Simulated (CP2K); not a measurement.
Two runs for the C K edge of acetic anhydride. Run A: CP2K XAS_TDP, all-electron GAPW, PBEh(45%), aug-cc-pVDZ, TDA, no relativity. Run B differs in one setting.

First lines with a strength over 0.0015. A:

| atom | energy (eV) | states | strength, one atom |
| --- | --- | --- | --- |
| C1 (bonded to C and 3 H), 2 alike | 284.20 | 1 | 0.0049 |
|  | 285.04 | 1 | 0.0204 |
|  | 285.13 | 1 | 0.0228 |
|  | 285.65 | 1 | 0.0023 |
|  | 285.93 | 1 | 0.0043 |
| C2 (bonded to C and 2 O), 2 alike | 283.50 | 1 | 0.0750 |
|  | 288.25 | 1 | 0.0053 |
|  | 288.55 | 1 | 0.0016 |
|  | 289.24 | 1 | 0.0334 |
|  | 289.32 | 1 | 0.0038 |

B:

| atom | energy (eV) | states | strength, one atom |
| --- | --- | --- | --- |
| C1 (bonded to C and 3 H), 2 alike | 290.74 | 1 | 0.0048 |
|  | 291.58 | 1 | 0.0199 |
|  | 291.67 | 1 | 0.0223 |
|  | 292.19 | 1 | 0.0022 |
|  | 292.46 | 1 | 0.0043 |
| C2 (bonded to C and 2 O), 2 alike | 290.19 | 1 | 0.0733 |
|  | 294.94 | 1 | 0.0052 |
|  | 295.24 | 1 | 0.0015 |
|  | 295.93 | 1 | 0.0326 |
|  | 296.01 | 1 | 0.0037 |

Q: Which was it: the functional, GW2X switched on, the basis, scalar relativity switched on?

GW2X switched on. GW2X shifts an atom's lines together and keeps their spacings. Against PBEh(45%) in aug-cc-pVDZ, the leading lines move by +6.54 eV (C1, to 291.58) and +6.69 eV (C2, to 290.19).

[Hosts, paths, dates, database ids (printed as entryN), source tags and the programs' standing remarks are cut or masked in the printed files.]
